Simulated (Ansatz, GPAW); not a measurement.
## Optical response of Cu3SeI (model structure)

Wanted: where Cu3SeI (model structure) starts to absorb, how strongly, and its refractive index. The cell was made here by substitution or stacking, whether or not such a phase is known. It was built so: All Ag replaced by Cu and S replaced by Se in the R3 structure of Ag3SI. The cell is first relaxed with Ansatz.

Calculated with GPAW 26.7.0; DFT, PBE, plane-wave PAW (GPAW data sets), scalar-relativistic, RPA, optical limit.

This is a report of a sequence of runs, with most program output left out.

## 1. The starting structure

It takes space group R3 (No. 146, trigonal). Conventional cell: a = 6.664 Å, b = 6.664 Å, c = 8.162 Å, α = 90.00°, β = 90.00°, γ = 120.00°. Nearest to I lie 6 Cu at 2.93 to 3.06 Å. Nearest to Se lie 6 Cu at 2.44 to 2.46 Å. Cu has 2 Se at 2.44 to 2.46 Å and 4 Cu at 2.92 to 3.01 Å and 2 I at 2.93 to 3.06 Å nearest. All Ag replaced by Cu and S replaced by Se in the R3 structure of Ag3SI. Farther neighbours and most contacts between anions are not listed.

## 2. Relaxation

The structure was built or cut out here, so it is relaxed before any spectrum is computed.

This step: DFT, PBE, plane-wave PAW, default files, scalar-relativistic, relaxation (Ansatz 0.2.0).

Contents of input.yaml:

```yaml
crystal:
  lattice:
    - [3.33220152, 1.92384744, 2.72073115]
    - [-3.33220152, 1.92384744, 2.72073115]
    - [0.0, -3.84769489, 2.72073115]
  atoms:
    - { symbol: I, position: [0.5, 0.5, 0.5] }
    - { symbol: Se, position: [0.0319, 0.0319, 0.0319] }
    - { symbol: Cu, position: [0.8895, 0.0175, 0.53] }
    - { symbol: Cu, position: [0.0175, 0.53, 0.8895] }
    - { symbol: Cu, position: [0.53, 0.8895, 0.0175] }
kpoints:
  mp_grid: { grid: [5, 5, 5] }
scf:
  occupations: { method: fermi_dirac, width: 0.05 }
hamiltonian:
  xc: pbe
output:
  forces: true
  stress: true
relax:
  f_tol: 0.02
  max_steps: 50
  cell: {}
```

On the command line:

```bash
$ ansatz run input.yaml --threads 1 --pin off --max-ram 4096MiB --backend cpu --events-out ev --progress --plain --runs-dir out
```

Wall time 77 s (1 thread of Intel Xeon Platinum 8488C (Sapphire Rapids), shared host); peak memory 0.49 GiB.

The steps of the relaxation:

```
step  energy less that of the first step (eV)  largest force component (eV/Å)  pressure (GPa)  volume (Å³)
   1                                   0.0000                          0.3830           -2.22       104.65
   2                                  -0.1883                          0.3452           -0.55        99.74
   3                                  -0.2870                          0.1265            1.47        94.75
   4                                  -0.3007                          0.0520           -0.67        98.13
   5                                  -0.3026                          0.0786           -0.19        97.77
   6                                  -0.3051                          0.0445           -0.05        97.11
   7                                  -0.3055                          0.0183            0.02        97.07
   8                                  -0.3055                          0.0124           -0.02        97.09
   9                                  -0.3055                          0.0003            0.00        97.08
 10*                                  -0.3021                          0.0003            0.02        97.08
```

Relaxation steps marked * repeat the geometry before them on a plane-wave basis chosen anew for their cell, so energy and pressure can jump there.

Forces are held to the 3 operations that the run works with; a distortion that breaks them can't arise in this run.

| conventional cell, symmetrised | before | after | change |
| --- | --- | --- | --- |
| a (Å) | 6.664 | 6.447 | -3.3 % |
| b (Å) | 6.664 | 6.447 | -3.3 % |
| c (Å) | 8.162 | 8.091 | -0.9 % |
| volume (Å³/atom) | 20.93 | 19.42 | -7.2 % |

The atoms that moved most (Å, as changes of fractional coordinates times the final cell):

```
atom      dx      dy      dz  length
 Cu5   0.230  -0.039  -0.066   0.242
 Cu4  -0.081   0.218  -0.066   0.242
 Cu3  -0.149  -0.179  -0.066   0.242
 Se2   0.000   0.000   0.186   0.186
  I1   0.000   0.000   0.013   0.013
```

The relaxed structure:

```
I Se Cu
1.0
     3.22338    1.86102    2.69710
    -3.22338    1.86102    2.69710
     0.00000   -3.72204    2.69710
I Se Cu
1 1 3
Cartesian
  0.0000 0.0000 4.0591
  0.0000 0.0000 0.4441
  2.6622 -0.4640 3.8093
  -1.7329 -2.0735 3.8093
  -0.9292 2.5375 3.8093
```

The relaxation ends with a largest force component of 3.3e-4 eV/Å and a pressure of 0.02 GPa.

## 3. Ground state

The self-consistent density comes first; it also tells whether there is a gap, which decides the occupations and the need for a Drude term.

This step: DFT, PBE, plane-wave PAW (GPAW data sets), scalar-relativistic, ground state (GPAW 26.7.0).

Contents of gs.py:

```python
from ase import Atoms
from ase.dft.bandgap import bandgap
from gpaw import GPAW, PW, FermiDirac

atoms = Atoms(['I', 'Se', 'Cu', 'Cu', 'Cu'],
              cell=[[3.22338107, 1.86101993, 2.69709895],
                    [-3.22338107, 1.86101993, 2.69709895],
                    [0.00000000, -3.72203986, 2.69709895]],
              scaled_positions=[[0.50166368, 0.50166368, 0.50166368],
                                [0.05488263, 0.05488263, 0.05488263],
                                [0.84217165, 0.01628323, 0.55389881],
                                [0.01628323, 0.55389881, 0.84217165],
                                [0.55389881, 0.84217165, 0.01628323]],
              pbc=[True, True, True])
atoms.calc = GPAW(mode=PW(450), xc='PBE', kpts={'size': (5, 5, 5), 'gamma': True},
                  occupations=FermiDirac(0.05), maxiter=150, txt='gs.txt')
print('energy (eV)', atoms.get_potential_energy())
print('Fermi level (eV)', atoms.calc.get_fermi_level())
print('valence electrons', atoms.calc.get_number_of_electrons())
print('gap (eV)', bandgap(atoms.calc, output=None)[0])
print('direct gap (eV)', bandgap(atoms.calc, direct=True, output=None)[0])
atoms.calc.write('gs.gpw')
```

On the command line:

```bash
$ OMP_NUM_THREADS=1 python gs.py
```

It took 62 s on 1 thread; peak memory 0.26 GiB.

Numbers from this step:

- energy: -15.94 eV
- Fermi energy: 6.586 eV
- gap on the k-mesh: 0.6448 eV
- direct gap on the mesh: 0.8358 eV
- electrons: 46

There is a gap, 0.64 eV on this mesh (points off the mesh can give less), so no carriers' term is needed.

## 4. Bands for the response

At the fixed density, many empty bands are solved on the mesh of the response, since the spectrum sums over them.

This step: DFT, PBE, plane-wave PAW (GPAW data sets), scalar-relativistic, bands at fixed density (GPAW 26.7.0).

Contents of nscf.py:

```python
from ase.dft.bandgap import bandgap
from gpaw import GPAW, FermiDirac

calc = GPAW('gs.gpw').fixed_density(kpts={'size': (6, 6, 6), 'gamma': True}, nbands=53, convergence={'bands': 47},
                                    occupations=FermiDirac(0.001), txt='nscf.txt')
print('gap (eV)', bandgap(calc, output=None)[0])
print('direct gap (eV)', bandgap(calc, direct=True, output=None)[0])
calc.write('full.gpw', mode='all')
```

On the command line:

```bash
$ OMP_NUM_THREADS=1 python nscf.py
```

Run time: 3.8 min. Hardware: 1 thread; peak memory 0.45 GiB.

Numbers from this step:

- gap on the k-mesh: 0.6439 eV

## 5. Dielectric function, RPA

Local fields let the induced charge screen the field inside the cell, which as a rule lowers ε, most along directions where the density is uneven.

This step: DFT, PBE, plane-wave PAW (GPAW data sets), scalar-relativistic, RPA, optical limit (GPAW 26.7.0).

Contents of df.py:

```python
from gpaw.response.df import DielectricFunction

df = DielectricFunction('full.gpw', frequencies={'type': 'nonlinear', 'domega0': 0.03, 'omega2': 8},
                        ecut=30,
                        eta=0.2,
                        nbands=47,
                        txt='df.txt')
for direction in ['x', 'z']:
    df.get_dielectric_function(xc='RPA', direction=direction, filename=f'df_{direction}.csv')
```

On the command line:

```bash
$ OMP_NUM_THREADS=1 python df.py
```

Run time: 60 s. Hardware: 1 thread; peak memory 0.31 GiB.

This step gave:

- electronic dielectric constant ε∞, mean over x, y and z (by symmetry where fewer were run): 11.89

Some rows of df_x.csv (energy; Re and Im without local fields; Re and Im with them):

```text
0.000000, 12.172931, 0.000000, 11.581369, 0.000000
0.460735, 12.561217, 0.452787, 11.964602, 0.448319
0.943989, 12.992972, 1.604937, 12.375242, 1.598702
1.451455, 14.238451, 4.484626, 13.612798, 4.453290
1.984998, 11.849991, 5.652627, 11.082320, 5.683728
2.546682, 12.325424, 8.032098, 11.347409, 7.945537
3.138794, 8.612446, 11.433245, 7.514962, 11.045336
3.763875, 5.553874, 11.451536, 4.634523, 10.420482
4.424758, 2.359490, 10.025770, 1.944426, 9.048133
5.124608, 1.346892, 8.179755, 0.945000, 7.375400
5.866977, 0.229468, 7.790069, -0.046604, 6.799122
6.655862, -1.143501, 6.621577, -1.010054, 5.535607
7.495775, -0.935909, 5.151791, -0.680490, 4.043618
8.391833, -1.740047, 4.022405, -1.031560, 3.482232
9.349861, -1.842115, 3.118628, -1.114716, 2.978658
10.376517, -1.550519, 2.227711, -1.105607, 2.197102
11.479449, -1.095689, 1.563348, -0.779926, 1.568081
12.667487, -0.902045, 1.298662, -0.572148, 1.338533
13.950874, -0.614114, 0.936049, -0.382551, 1.006639
15.341572, -0.345113, 0.737757, -0.166374, 0.770441
```

Sum at mesh points, not converged in k; values under the direct gap are tails of Lorentzian lines. The Im ε by photon energy; read off at these points:

```csv
photon energy (eV),E ∥ x,E ∥ z
0.0,0,0
1.0,1.62,2.27
2.0,5.68,7.65
2.8,10.00,13.5
3.0,10.8,11.8
3.1,11.0,10.9
4.0,10.3,7.47
5.0,7.58,7.28
6.0,6.56,8.67
7.0,4.90,5.44
8.0,3.98,3.74
9.0,3.24,2.88
10.0,2.50,2.24
11.0,1.83,1.82
12.0,1.45,1.52
13.0,1.17,1.16
14.0,0.993,0.958
15.0,0.815,0.814
16.0,0.710,0.718
```

Sum at mesh points, not converged in k. Table of reflectivity at normal incidence by photon energy; read off at these points:

| photon energy (eV) | E ∥ x (%) | E ∥ z (%) |
| --- | --- | --- |
| 0.00 | 29.8 | 31.3 |
| 0.50 | 30.6 | 32.3 |
| 1.00 | 31.6 | 31.8 |
| 1.50 | 34.6 | 35.5 |
| 1.59 | 34.8 | 36.3 |
| 2.00 | 32.5 | 37.0 |
| 2.50 | 34.9 | 40.6 |
| 2.78 | 37.1 | 41.9 |
| 3.00 | 37.8 | 40.3 |
| 3.50 | 36.9 | 33.2 |
| 4.00 | 38.0 | 31.5 |
| 4.50 | 36.9 | 30.7 |
| 5.00 | 35.2 | 31.4 |
| 5.50 | 35.6 | 32.1 |
| 6.00 | 35.6 | 39.8 |
| 6.50 | 37.9 | 41.6 |
| 7.00 | 38.0 | 41.8 |
| 7.10 | 37.7 | 42.2 |
| 7.50 | 32.2 | 37.4 |
| 8.00 | 34.5 | 39.0 |
| 8.21 | 34.6 | 37.9 |
| 8.50 | 33.3 | 36.1 |
| 9.00 | 33.5 | 34.0 |
| 9.50 | 35.2 | 35.7 |
| 10.00 | 34.5 | 33.6 |
| 10.50 | 35.6 | 32.5 |
| 11.00 | 34.4 | 32.0 |
| 11.50 | 32.6 | 30.8 |
| 12.00 | 31.3 | 31.2 |
| 12.50 | 29.2 | 30.3 |
| 13.00 | 30.7 | 31.5 |
| 13.50 | 28.0 | 28.9 |
| 14.00 | 27.6 | 27.3 |
| 14.50 | 26.1 | 25.6 |
| 15.00 | 24.8 | 25.5 |
| 15.50 | 22.6 | 21.9 |
| 16.00 | 21.3 | 20.8 |

Sum at mesh points, not converged in k; values under the direct gap are tails of Lorentzian lines. The Im ε, E ∥ x by photon energy; read off at these points:

```
photon energy (eV)  without local fields  with local fields
              0.00                     0                  0
              0.50                 0.520              0.516
              1.00                  1.63               1.62
              1.50                  4.92               4.89
              2.00                  5.65               5.68
              2.50                  7.71               7.65
              3.00                  11.1               10.8
              3.14                  11.4               11.0
              3.50                  11.1               10.4
              3.85                  11.6               10.5
              4.00                  11.4               10.3
              4.50                  9.90               8.94
              5.00                  8.35               7.58
              5.50                  8.37               7.45
              6.00                  7.60               6.56
              6.50                  7.01               5.92
              7.00                  5.84               4.90
              7.50                  5.16               4.05
              8.00                  4.76               3.98
              8.50                  3.94               3.41
              9.00                  3.56               3.24
              9.50                  2.90               2.83
             10.00                  2.54               2.50
             10.50                  2.11               2.09
             11.00                  1.83               1.83
             11.50                  1.56               1.56
             12.00                  1.44               1.45
             12.50                  1.36               1.36
             13.00                  1.11               1.17
             13.50                  1.05               1.07
             14.00                 0.923              0.993
             14.50                 0.850              0.903
             15.00                 0.776              0.815
             15.50                 0.732              0.764
             16.00                 0.673              0.710
```

Sum at mesh points, not converged in k; values under the direct gap are tails of Lorentzian lines. The loss function −Im 1/ε at q → 0 by energy loss; read off at these points:

| energy loss (eV) | E ∥ x | E ∥ z |
| --- | --- | --- |
| 0 | 0 | 0 |
| 1 | 0.0101 | 0.0140 |
| 2 | 0.0365 | 0.0313 |
| 3 | 0.0561 | 0.0771 |
| 4 | 0.0879 | 0.114 |
| 5 | 0.130 | 0.120 |
| 6 | 0.152 | 0.115 |
| 7 | 0.190 | 0.164 |
| 8 | 0.236 | 0.226 |
| 9 | 0.282 | 0.306 |
| 10 | 0.337 | 0.375 |
| 11 | 0.431 | 0.460 |
| 12 | 0.567 | 0.546 |
| 13 | 0.698 | 0.687 |
| 14 | 0.880 | 0.919 |
| 15 | 1.14 | 1.13 |
| 16 | 1.38 | 1.37 |

From ε follow the optical constants at some laser and lamp lines:

| wavelength (nm) | n x | k x | R (%) x | 1/α x | n z | k z | R (%) z | 1/α z |
| --- | --- | --- | --- | --- | --- | --- | --- | --- |
| 1550 | 3.53 | 0.206 | 31.3 | 599 nm | 3.65 | 0.344 | 32.9 | 358 nm |
| 1064 | 3.66 | 0.297 | 32.8 | 285 nm | 3.66 | 0.312 | 32.9 | 271 nm |
| 633 | 3.43 | 0.833 | 32.4 | 60 nm | 3.82 | 0.963 | 36.7 | 52 nm |
| 450 | 3.53 | 1.380 | 37.0 | 26 nm | 3.35 | 2.027 | 41.8 | 18 nm |
| 405 | 3.31 | 1.659 | 37.9 | 19 nm | 2.75 | 2.038 | 39.6 | 16 nm |
| 248 | 2.07 | 1.829 | 35.2 | 11 nm | 2.29 | 1.589 | 31.4 | 12 nm |
| 193 | 1.63 | 1.891 | 37.9 | 8.1 nm | 1.69 | 2.085 | 41.6 | 7.4 nm |

Below the direct gap, k and the depth come from the tails of the Lorentzian lines, not from transitions.

Rows near the edge hang on the gap, which this functional as a rule makes too small, and phonon-assisted absorption is left out.

## 6. Results

* electronic dielectric constant ε∞, mean over x, y and z (by symmetry where fewer were run) (RPA): 11.9

In words: At this level (PBE, RPA) Cu3SeI has a mean ε∞ = 11.9 and n = 3.53 at 1550 nm (E ∥ x). The cell shrank by 7.2 % in volume. On the mesh the gap is 0.64 eV and the least direct gap 0.84 eV, so on this mesh the band edges lie at different points. Local fields change the static value along x from 12.17 to 11.58 (-5 %). The static values by axis are 11.58 (x), 12.51 (z). Excitons and phonon-assisted transitions are missing; PBE gaps are as a rule too small, which pulls the onset down and ε∞ up. Spin-orbit coupling is left out although heavy atoms are present. The curves end at 16 eV, about where the summed bands run out. In this version of GPAW the matrix elements of the optical limit are incomplete, which can lower ε − 1 by up to a tenth where first-row anions or d states rule, and shift it by more in d metals. The sum runs over mesh points 0.23 Å⁻¹ apart with no interpolation, so peaks are partly noise of the mesh; over so small a direct gap single mesh points weigh heavily, so ε∞, n and their changes from run to run can be far off. Besides steps told in other documents, this task had 2 runs with a known fault of program or setting; those not told in a step above aren't shown.

[Machine, clock and banner lines and Python warnings are left out of the logs.]

[Logs are printed without paths, hosts, clocks, repeated set-up lines and the standing remarks that a program may print on its own settings, such as how far it seeks lower states.]

[Hosts, paths, dates, database ids (printed as entryN), source tags and the programs' standing remarks are cut or masked in the printed files.]
